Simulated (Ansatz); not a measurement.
# HfTeSe monolayer, Janus under uniaxial strain along a, the zigzag direction, with the width clamped

Aim: how do the optical modes of HfTeSe monolayer, Janus shift and split under this strain?

Calculated with Ansatz 0.2.0; DFT PBEsol, scalar-relativistic, plane waves, PAW; PAW set soft_1.

## 1. Set-up

The cell holds 3 atoms: 1 Hf, 1 Se and 1 Te. Cell: a = 3.720 Å, b = 3.720 Å, c = 30.000 Å, α = 90.0°, β = 90.0°, γ = 120.0°. Vacuum lies along c. The height across the vacuum is the one that the program set for its solve, not the one typed.

As a file:

```cif
data_structure
_symmetry_space_group_name_H-M 'P 1'
_symmetry_Int_Tables_number 1
_cell_length_a 3.7200
_cell_length_b 3.7200
_cell_length_c 30.0000
_cell_angle_alpha 90.000
_cell_angle_beta 90.000
_cell_angle_gamma 120.000
_cell_volume 359.53
loop_
_atom_site_label
_atom_site_type_symbol
_atom_site_fract_x
_atom_site_fract_y
_atom_site_fract_z
_atom_site_occupancy
Hf1 Hf 0.00000 0.00000 0.33333 1
Se2 Se 0.33333 0.66667 0.38333 1
Te3 Te 0.66667 0.33333 0.28000 1
```

## 2. A rough relaxation first

The start is far from rest, so a relaxation with loose tolerances brings it close first. The program lengthens the typed cell of 20.0 Å along the normal to 30.0 Å, as its cut-off of the electrostatics needs, and moves no atom.

Input file input.yaml:

```yaml
crystal:
  lattice:
    - [3.72, 0.0, 0.0]
    - [-1.86, 3.22161, 0.0]
    - [0.0, 0.0, 20.0]
  atoms:
    - { symbol: Hf, position: [0.0, 0.0, 0.5] }
    - { symbol: Se, position: [0.333333, 0.666667, 0.575] }
    - { symbol: Te, position: [0.666667, 0.333333, 0.42] }
  periodic: [true, true, false]
kpoints:
  mp_grid: { grid: [6, 6, 1] }
hamiltonian:
  xc: pbesol
  pseudopotentials: { kind: paw, azcp: { folder: soft_1 }, xc_functional: pbe }
scf:
  occupations: { method: gaussian, width: 0.1 }
output:
  forces: true
  stress: true
  eigenvalues: true
relax:
  adjacent_minimum: "off"
  f_tol: 0.05
  max_steps: 80
  cell: { stress_2d_tol: 0.02 }
```

Command:

```bash
ansatz run input.yaml --threads 4 --pin off --max-ram 16384MiB --backend cpu --events-out ev --progress --plain --runs-dir out
```

Numbers of over 12 decimals in the logs are rounded to 6 here.

Log:

```text
[...]
F+E_penalty+E_count = -27927.70881855 eV   max|allowed force component| = 9.019e-3 eV/Å   (the final SCF, on the basis selected at the relaxed cell)
  cell:  # Å, volume = 372.1260 Å³
    - [3.784592, 4.780940252447248e-18, 0]
    - [-1.892296, 3.277553, 0]
    - [0, 0, 30.0]
  atoms:
    - { symbol: Hf, position: [0, 0, 0.336499] }
    - { symbol: Se, position: [0.333333, 0.666667, 0.386020] }
    - { symbol: Te, position: [0.666667, 0.333333, 0.274147] }
[key lines of the parts left out:]
SCF converged after 9 iterations
Free energy (F): -27927.708819 eV
Fermi energy:    -4.806443 eV
P = ½ c Tr σ = 0.0158 N/m
```

It took 9.9 s on 4 threads of Intel Xeon 6975P-C (Granite Rapids), shared host; peak memory 0.8 GiB; 36 s of CPU time.

Step by step:

```tsv
step	energy less that of the first step (eV)	largest force component (eV/Å)	volume (Å³)
1	0.0000	3.2957	359.53
2	-0.4664	0.7054	363.71
3	-0.4461	0.8598	371.22
4	-0.4916	0.0215	370.60
5	-0.4918	0.0093	372.13
6*	-0.4925	0.0090	372.13
```

Relaxation steps marked * repeat the geometry before them on a plane-wave basis chosen anew for their cell, so energy and pressure can jump there. Relaxation step 3 was tried and not accepted.

Forces are held to the 6 operations that the run works with; a distortion that breaks them can't arise in this run.

```tsv
cell as run	before	after	change
a (Å)	3.720	3.785	+1.7 %
b (Å)	3.720	3.785	+1.7 %
```

The atoms that moved most (Å, along periodic axes as changes of fractional coordinates times the final cell, across vacuum about the mean position):

```tsv
atom	dx	dy	dz	length
Te3	0.000	0.000	-0.176	0.176
Hf1	0.000	0.000	0.095	0.095
Se2	0.000	0.000	0.081	0.081
```

Final coordinates:

```cif
data_structure
_symmetry_space_group_name_H-M 'P 1'
_symmetry_Int_Tables_number 1
_cell_length_a 3.7846
_cell_length_b 3.7846
_cell_length_c 30.0000
_cell_angle_alpha 90.000
_cell_angle_beta 90.000
_cell_angle_gamma 120.000
_cell_volume 372.13
loop_
_atom_site_label
_atom_site_type_symbol
_atom_site_fract_x
_atom_site_fract_y
_atom_site_fract_z
_atom_site_occupancy
Hf1 Hf 0.00000 0.00000 0.33650 1
Se2 Se 0.33333 0.66667 0.38602 1
Te3 Te 0.66667 0.33333 0.27415 1
```

Numbers from this step:

```yaml
gap_on_the_k_mesh: 0 eV
area_per_atom: 4.135 Å²
```

The relaxation ends with a largest force component of 0.0090 eV/Å.

## 3. Bringing the structure to rest

Harmonic phonons are second derivatives at a point where the forces vanish, and they are wanted at zero stress, so atoms and cell are relaxed first.

input.yaml, the sections that differ from step 2:

```yaml
crystal:
  lattice:
    - [3.7845917229, 0.0, 0.0]
    - [-1.8922958615, 3.277552575, 0.0]
    - [0.0, 0.0, 30.0]
  atoms:
    - { symbol: Hf, position: [0.0, 0.0, 0.336499091] }
    - { symbol: Se, position: [0.3333333333, 0.6666666667, 0.3860201942] }
    - { symbol: Te, position: [0.6666666667, 0.3333333333, 0.2741473815] }
  periodic: [true, true, false]
kpoints:
  mp_grid: { grid: [12, 12, 1] }
relax:
  adjacent_minimum: "off"
  f_tol: 0.005
  max_steps: 80
  cell: { stress_2d_tol: 0.02 }
# hamiltonian, scf, output: as in step 2
```

Log:

```text
[...]
Crystal: 3 atoms, lattice volume = 372.126 Å³
Basis set: ecut = 420 eV, 7265 PW (Γ), exchange–correlation on 54×54×432 points (8 copies of the dense FFT grid, shifted against one another)
Bands: 35, of which v1, the nominal top of the filled ones, is band 29 counted from 1 (28 counted from 0)
Symmetry: 6 space group operations
[...]
k-points: 19 of 144 (time reversal used)
[...]
° read free of the cell's end (the report's vacuum.weakly_bound_levels)
--- Relaxed structure (4 steps of the walk, 4 accepted, 1 SCFs on fresh bases) ---
[...]
cell:  # Å, volume = 374.0060 Å³
    - [3.794140, 2.894040105775539e-11, 0]
    - [-1.897070, 3.285821, 0]
    - [0, 0, 30.0]
  atoms:
    - { symbol: Hf, position: [0, 0, 0.336454] }
    - { symbol: Se, position: [0.333333, 0.666667, 0.385833] }
    - { symbol: Te, position: [0.666667, 0.333333, 0.274380] }
[key lines of the parts left out:]
SCF converged after 8 iterations
Free energy (F): -27927.726117 eV
Fermi energy:    -4.815664 eV
P = ½ c Tr σ = 0.0045 N/m
```

Run time: 17 s. Hardware: 4 threads; peak memory 0.88 GiB.

Relaxation path:

```tsv
step	energy less that of the first step (eV)	largest force component (eV/Å)	volume (Å³)
1	0.0000	0.0265	372.13
2	-0.0001	0.0347	373.38
3	-0.0002	0.0352	373.92
4	-0.0002	0.0024	374.01
5*	-0.0003	0.0024	374.01
```

Relaxation steps marked * repeat the geometry before them on a plane-wave basis chosen anew for their cell, so energy and pressure can jump there.

The run keeps the 6 symmetry operations that it works with, so distortions that break them were not tested.

```tsv
cell as run	before	after	change
a (Å)	3.785	3.794	+0.3 %
b (Å)	3.785	3.794	+0.3 %
```

The relaxed structure:

```xyz
3
Lattice="3.7941 0.0000 0.0000 -1.8971 3.2858 0.0000 0.0000 0.0000 30.0000" Properties=species:S:1:pos:R:3
Hf    0.0000    0.0000   10.0936
Se    0.0000    2.1905   11.5750
Te    1.8971    1.0953    8.2314
```

This step gave:

| Item | Value |
| --- | --- |
| area per atom | 4.156 Å² |

The cell grew by 0.3 % in its periodic edges. First to last step the energy falls by 0.000 eV, across changes of basis; the largest move, 0.007 Å, is that of Te3.

## 4. Tight relaxation

Phonons need small forces and stress, so the relaxation is finished with tight tolerances on 12×12×1 k points.

Input file input.yaml:

```yaml
crystal:
  lattice:
    - [3.7941398329, 0.0, 0.0]
    - [-1.8970699165, 3.2858214808, 0.0]
    - [0.0, 0.0, 30.0]
  atoms:
    - { symbol: Hf, position: [0.0, 0.0, 0.3364538298] }
    - { symbol: Se, position: [0.3333333333, 0.6666666667, 0.385833031] }
    - { symbol: Te, position: [0.6666666667, 0.3333333333, 0.2743798059] }
  periodic: [true, true, false]
kpoints:
  mp_grid: { grid: [12, 12, 1] }
hamiltonian:
  xc: pbesol
  pseudopotentials: { kind: paw, azcp: { folder: soft_1 }, xc_functional: pbe }
scf:
  occupations: { method: methfessel_paxton, width: 0.2 }
output:
  forces: true
  stress: true
  eigenvalues: true
  write_density: true
  write_potential: true
  elf: true
  volumetric_format: npy
relax:
  adjacent_minimum: "off"
  f_tol: 0.001
  max_steps: 60
  cell: { stress_2d_tol: 0.002 }
```

Log:

```text
[...]
Crystal: 3 atoms, lattice volume = 374.006 Å³
Basis set: ecut = 420 eV, 7301 PW (Γ), exchange–correlation on 54×54×432 points (8 copies of the dense FFT grid, shifted against one another)
Bands: 35, of which v1, the nominal top of the filled ones, is band 29 counted from 1 (28 counted from 0)
Symmetry: 6 space group operations
[...]
k-points: 19 of 144 (time reversal used)
[...]
° read free of the cell's end (the report's vacuum.weakly_bound_levels)
--- Relaxed structure (4 steps of the walk, 4 accepted, 1 SCFs on fresh bases) ---
[...]
cell:  # Å, volume = 373.7212 Å³
    - [3.792695, 2.8856510703070355e-11, 0]
    - [-1.896348, 3.284570, 0]
    - [0, 0, 30.0]
  atoms:
    - { symbol: Hf, position: [0, 0, 0.336463] }
    - { symbol: Se, position: [0.333333, 0.666667, 0.385863] }
    - { symbol: Te, position: [0.666667, 0.333333, 0.274341] }
[key lines of the parts left out:]
SCF converged after 11 iterations
Free energy (F): -27927.725288 eV
Fermi energy:    -4.810329 eV
P = ½ c Tr σ = -0.0016 N/m
```

Run time: 20 s. Hardware: 4 threads; peak memory 0.89 GiB; 77 s of CPU time.

Little changed from the start: no atom moved by 0.005 Å and no cell edge by 0.1 %.

This step gave:

| Item | Value |
| --- | --- |
| area per atom | 4.152 Å² |

Electrostatic potential energy in the ac plane at fractional y = 0.000, with atoms of Hf within 0.2 Å of it. With pseudopotentials it is smooth inside the atoms' cores, unlike the true potential.

Ten even steps from '_' (-17 eV) to '@' (0 eV), each cell a mean:
```
@@@@@@@@@@@@@@@@@@@@@@@@@@@@
@@@@@@@@@@@@@@@@@@@@@@@@@@@@
@@@@@@@@@@@@@@@@@@@@@@@@@@@@
@@@@@@@@@@@@@@@@@@@@@@@@@@@@
@@@@@@@@@@@@@@@@@@@@@@@@@@@@
@@@@@@@@@@@@@@@@@@@@@@@@@@@@
@@@@@@@@@@@@@@@@@@@@@@@@@@@@
@@@@@@@@@@@@@@@@@@@@@@@@@@@@
@@@@@@@@@@@@@@@@@@@@@@@@@@@@
@@@@@@@@@@@@@@@@@@@@@@@@@@@@
@@@@@@@@@@@@@@@@@@@@@@@@@@@@
@@@@@@@@@@@@@@@@@@@@@@@@@@@@
@@@@@@@@@@@@@@@@@@@@@@@@@@@@
@@@@@@@@@@@@@@@@@@@@@@@@@@@@
######%%####******##########
______..--**######++::______
....::--++**####****==::....
%%%%%%%%##++==--==**##%%%%%%
@@@@@@@@@@@@@@@@@@@@@@@@@@@@
@@@@@@@@@@@@@@@@@@@@@@@@@@@@
@@@@@@@@@@@@@@@@@@@@@@@@@@@@
@@@@@@@@@@@@@@@@@@@@@@@@@@@@
@@@@@@@@@@@@@@@@@@@@@@@@@@@@
@@@@@@@@@@@@@@@@@@@@@@@@@@@@
```
Columns run along a (3.8 Å; values clipped at the 3rd and 97th percentile), rows up along c (30.0 Å). Atoms in or near the plane, at fractional coordinates: Hf at (0.00, 0.34).

ELF in the ac plane at fractional y = 0.000, with atoms of Hf within 0.2 Å of it. It is the smooth field of the valence electrons, not physical close to the nuclei.

Values, 24 rows by 14 columns, each cell a mean:
```
0.00 0.00 0.00 0.00 0.00 0.00 0.00 0.00 0.00 0.00 0.00 0.00 0.00 0.00
0.00 0.00 0.00 0.00 0.00 0.00 0.00 0.00 0.00 0.00 0.00 0.00 0.00 0.00
0.00 0.00 0.00 0.00 0.00 0.00 0.00 0.00 0.00 0.00 0.00 0.00 0.00 0.00
0.00 0.00 0.00 0.00 0.00 0.00 0.00 0.00 0.00 0.00 0.00 0.00 0.00 0.00
0.00 0.00 0.00 0.00 0.00 0.00 0.00 0.00 0.00 0.00 0.00 0.00 0.00 0.00
0.00 0.00 0.00 0.00 0.00 0.00 0.00 0.00 0.00 0.00 0.00 0.00 0.00 0.00
0.00 0.00 0.00 0.00 0.00 0.00 0.00 0.00 0.00 0.00 0.00 0.00 0.00 0.00
0.00 0.00 0.00 0.00 0.00 0.00 0.00 0.00 0.00 0.00 0.00 0.00 0.00 0.00
0.00 0.00 0.00 0.00 0.00 0.00 0.00 0.00 0.00 0.00 0.00 0.00 0.00 0.00
0.00 0.00 0.00 0.00 0.00 0.00 0.00 0.00 0.00 0.00 0.00 0.00 0.00 0.00
0.00 0.00 0.00 0.00 0.00 0.00 0.00 0.00 0.00 0.00 0.00 0.00 0.00 0.00
0.00 0.00 0.00 0.00 0.00 0.00 0.00 0.00 0.00 0.00 0.00 0.00 0.00 0.00
0.00 0.00 0.00 0.00 0.01 0.01 0.02 0.02 0.02 0.01 0.01 0.00 0.00 0.00
0.01 0.02 0.04 0.10 0.20 0.31 0.39 0.40 0.37 0.28 0.17 0.07 0.03 0.02
0.06 0.09 0.17 0.38 0.58 0.69 0.73 0.73 0.72 0.67 0.54 0.30 0.14 0.08
0.70 0.68 0.57 0.32 0.22 0.32 0.45 0.48 0.42 0.28 0.22 0.40 0.60 0.69
0.46 0.44 0.39 0.32 0.34 0.44 0.51 0.52 0.49 0.41 0.32 0.33 0.41 0.45
0.11 0.15 0.27 0.47 0.60 0.63 0.61 0.60 0.62 0.63 0.58 0.41 0.23 0.13
0.02 0.02 0.05 0.15 0.29 0.43 0.53 0.55 0.51 0.40 0.25 0.11 0.04 0.02
0.00 0.00 0.00 0.01 0.02 0.04 0.06 0.06 0.05 0.03 0.02 0.01 0.00 0.00
0.00 0.00 0.00 0.00 0.00 0.00 0.00 0.00 0.00 0.00 0.00 0.00 0.00 0.00
0.00 0.00 0.00 0.00 0.00 0.00 0.00 0.00 0.00 0.00 0.00 0.00 0.00 0.00
0.00 0.00 0.00 0.00 0.00 0.00 0.00 0.00 0.00 0.00 0.00 0.00 0.00 0.00
0.00 0.00 0.00 0.00 0.00 0.00 0.00 0.00 0.00 0.00 0.00 0.00 0.00 0.00
```
Columns run along a (3.8 Å), rows up along c (30.0 Å). Atoms in or near the plane, at fractional coordinates: Hf at (0.00, 0.34).

Valence density in the ac plane at fractional y = 0.000, with atoms of Hf within 0.2 Å of it. It is the smooth field of the valence electrons, not physical close to the nuclei.

Ten steps, logarithmic in the rise over the least value, from '_' (0 e/Å³) to '@' (24 e/Å³), each cell a mean:
```
____________________________
____________________________
____________________________
____________________________
____________________________
____________________________
____________________________
____________________________
____________________________
____________________________
____________________________
____________________________
____________________________
____________________________
________..............______
@@%%**--..............==##@@
##**==::..............::==**
______................______
____________________________
____________________________
____________________________
____________________________
____________________________
____________________________
```
Columns run along a (3.8 Å), rows up along c (30.0 Å). Atoms in or near the plane, at fractional coordinates: Hf at (0.00, 0.34).

The largest force component left is 0.62 meV/Å, within the tolerances set.

## 5. Zone-centre response at rest

The force constants come from the linear response of the density to a displacement.

The modes at rest are the reference of the series.

input.yaml, the sections that differ from step 4:

```yaml
crystal:
  lattice:
    - [3.7926951833, 0.0, 0.0]
    - [-1.8963475917, 3.2845703776, 0.0]
    - [0.0, 0.0, 30.0]
  atoms:
    - { symbol: Hf, position: [0.0, 0.0, 0.3364625827] }
    - { symbol: Se, position: [0.3333333333, 0.6666666667, 0.3858626261] }
    - { symbol: Te, position: [0.6666666667, 0.3333333333, 0.2743414579] }
  periodic: [true, true, false]
output:
  eigenvalues: true
phonons:
  method: dfpt
# kpoints, hamiltonian, scf: as in step 4
# relax: removed
```

Log:

```text
[...]
Crystal: 3 atoms, lattice volume = 373.721 Å³
Basis set: ecut = 420 eV, 7301 PW (Γ), exchange–correlation on 54×54×432 points (8 copies of the dense FFT grid, shifted against one another)
Bands: 35, of which v1, the nominal top of the filled ones, is band 29 counted from 1 (28 counted from 0)
Symmetry: 6 space group operations
k-points: 43 of 144 (irreducible under 2 space group operations, time reversal used)
[...]
SCF iter  13: F=-27927.725288 eV  HF=-27927.725288 eV  |F-HF|=2.07e-10  |Δ(HF+E_count)|=  3.20e-10  S|Δr|=    0.00e0  Δρ=1.92e-8  dr2=1.18e-12  ethr=1.00e-12  ⟨swp⟩=21.9  Hψ=11461  notcnv=0
SCF 1 converged in 13 iterations: F = -27927.725288 eV  dr2 = 1.18e-12
[...]
DFPT response loops at Γ: preconditioner auto → none (partly filled bands, converged f_vac=0.766); β = 0.50; Broyden in place of MSR1
SCF converged after 13 iterations
[...]
Free energy (F): -27927.725288 eV
[...]
Internal energy: -27927.721626 eV  (E = F + TS)
E sigma→0 (E₀):  -27927.724373 eV
Entropy (-TS):   -0.003662 eV (-1.221 meV/atom)
Fermi energy:    -4.810328 eV
Step filling:    the computed levels leave a gap of 0.0000 eV = 0.0 smearing widths at the electron count; against every level under it full and every level over it empty, smearing changes F+E_penalty+E_count by -2.713 meV and its σ→0 estimate by -1.797 meV
[...]
--- Band table (eV; the first three rows and the last of 43) ---
  k-point 0: bands = [... 25 lower, -7.6344, -6.6204, -4.4794, -4.4794, -3.8554, -3.8554, -3.5480, -1.2714, ... 2 higher]
  k-point 1: bands = [... 25 lower, -7.6132, -6.4192, -5.2814, -4.8544, -3.8268, -3.4630, -3.2381, -1.1384 (-1.1384°), ... 2 higher]
  k-point 2: bands = [... 25 lower, -7.5710, -6.5927, -6.0945, -5.3285, -4.0546, -2.9590, -2.8971, -1.4191 (-1.4191°), ... 2 higher]
  k-point 42: bands = [... 25 lower, -8.2118, -7.7408, -7.3776, -6.7806, -3.4718, -2.9979, -2.0380, -1.2219, ... 2 higher]
  ° read free of the cell's end (the report's vacuum.weakly_bound_levels)
--- Phonons (Γ-DFPT): 6 representative perturbations + reference, on 43 of 144 k-points (Σ response iterations 28) ---
  k mesh reduced under 2 symmetry operations, with k and −k counted as one. Each operation leaves every solved perturbation unchanged. A smaller set is not used because it would not reduce the number of displacements times k-points to solve
  ASR residual: 1.536e-4 → 0.000e0 eV/Å²; symmetrization residual: 5.417e-5 eV/Å²
  ASR residual per site (eV/Å²): 4.89e-5 1.21e-5 1.54e-4
  Γ frequencies (cm⁻¹): 0.00 0.00 0.00 91.11 91.11 141.90 141.90 159.40 210.67
  non-analytic LO–TO correction: not included (Born effective charges unavailable; polar crystals: no LO–TO splitting at Γ)
```

It took 69 s on 4 threads; peak memory 2.2 GiB; 4.4 min of CPU time.

Reading the cycles: dr2 is the Hartree energy of the density residual (eV), the measure of convergence; HF is the Harris–Foulkes estimate of the energy, which meets the free energy F at convergence.

Numbers from this step:

* sum-rule residual before enforcement: 1.54e-4 eV/Å²
* point group: 3m
* highest optical mode at the zone centre (no LO-TO term): 210.7 cm⁻¹
* lowest optical zone-centre mode: 91.11 cm⁻¹

Patterns of degenerate modes are one choice out of their space. The modes at Γ (shares of kinetic energy by element, %):

```tsv
mode	frequency (cm⁻¹)	symmetry	Hf %	Se %	Te %
1	0.0	acoustic	46	21	33
2	0.0	acoustic	46	21	33
3	0.0	acoustic	46	21	33
4	91.1	E	37	1	62
5	91.1	E	37	1	62
6	141.9	E	17	79	5
7	141.9	E	17	79	5
8	159.4	A1	7	34	59
9	210.7	A1	47	46	8
```

Displacements in mode 4 (91.1 cm⁻¹), the largest set to 1:
```
Hf1 -0.06 -0.65  0.00
Se2 -0.01 -0.15  0.00
Te3  0.09  1.00  0.00
```

Displacements in mode 7 (141.9 cm⁻¹), the largest set to 1:
```
Hf1 -0.15 -0.31  0.00
Se2  0.48  1.00  0.00
Te3 -0.09 -0.19  0.00
```

Before it was imposed, the acoustic sum rule was missed by 1.5e-4 eV/Å². Small misses are needed for a sound result but don't prove that mesh and cutoff are converged. The lowest optical mode is real, 91.1 cm⁻¹.

## 6. Relaxation of a member: uniaxial strain of +5 % along a, the zigzag direction, with the width clamped

The cell takes a uniaxial strain of +5 % along a, the zigzag direction, with the width clamped. The cell is held, and the atoms relax in it.

input.yaml, the sections that differ from step 5:

```yaml
crystal:
  lattice:
    - [3.9823299424, 0.0, 0.0]
    - [-1.9911649712, 3.2845703776, 0.0]
    - [0.0, 0.0, 30.0]
  atoms:
    - { symbol: Hf, position: [-0.0006395652, -0.0012791303, 0.3365132913] }
    - { symbol: Se, position: [0.3371491162, 0.6742982325, 0.3846038789] }
    - { symbol: Te, position: [0.6634904489, 0.3269808978, 0.2755494964] }
  periodic: [true, true, false]
output:
  forces: true
  stress: true
  eigenvalues: true
relax:
  adjacent_minimum: "off"
  f_tol: 0.001
  max_steps: 60
# kpoints, hamiltonian, scf: as in step 5
# phonons: removed
```

Log:

```text
[...]
--- Relaxed structure (5 steps of the walk, 4 accepted, 0 SCFs on fresh bases) ---
  F+E_penalty+E_count = -27927.67640097 eV   max|allowed force component| = 2.937e-4 eV/Å
  cell:  # Å, volume = 392.4073 Å³
    - [3.9823299424, 0.0, 0.0]
    - [-1.9911649712, 3.2845703776, 0.0]
    - [0.0, 0.0, 30.0]
  atoms:
    - { symbol: Hf, position: [-0.000812704, -0.00162541, 0.336534] }
    - { symbol: Se, position: [0.338050, 0.676101, 0.384289] }
    - { symbol: Te, position: [0.662762, 0.325525, 0.275843] }
[key lines of the parts left out:]
SCF converged after 5 iterations
Free energy (F): -27927.676401 eV
Fermi energy:    -4.840447 eV
P = ½ c Tr σ = -1.4237 N/m
```

It took 38 s on 4 threads; peak memory 1.1 GiB; 2.5 min of CPU time.

Relaxation path:

```tsv
step	energy less that of the first step (eV)	largest force component (eV/Å)
1	0.0000	0.0830
2	0.0020	0.1669
3	-0.0009	0.0050
4	-0.0009	0.0035
5	-0.0009	0.0003
```

Relaxation step 2 was tried and not accepted.

Forces are held to the 2 operations that the run works with; a distortion that breaks them can't arise in this run.

The atoms that moved most (Å):

```tsv
atom	dx	dy	dz	length
Se2	0.000	0.006	-0.009	0.011
Te3	0.000	-0.005	0.009	0.010
```

The relaxed structure:

```cif
data_structure
_symmetry_space_group_name_H-M 'P 1'
_symmetry_Int_Tables_number 1
_cell_length_a 3.9823
_cell_length_b 3.8410
_cell_length_c 30.0000
_cell_angle_alpha 90.000
_cell_angle_beta 90.000
_cell_angle_gamma 121.225
_cell_volume 392.41
loop_
_atom_site_label
_atom_site_type_symbol
_atom_site_fract_x
_atom_site_fract_y
_atom_site_fract_z
_atom_site_occupancy
Hf1 Hf 0.99919 0.99837 0.33653 1
Se2 Se 0.33805 0.67610 0.38429 1
Te3 Te 0.66276 0.32552 0.27584 1
```

Numbers from this step:

| Quantity | Value |
| --- | --- |
| area per atom | 4.36 Å² |

The largest force component left is 0.29 meV/Å.

(Part 1 of 2 ends here.)

[Logs are printed without paths, hosts, clocks, repeated set-up lines and the standing remarks that a program may print on its own settings, such as how far it seeks lower states.]

[Hosts, paths, dates, database ids (printed as entryN), source tags and the programs' standing remarks are cut or masked in the printed files.]
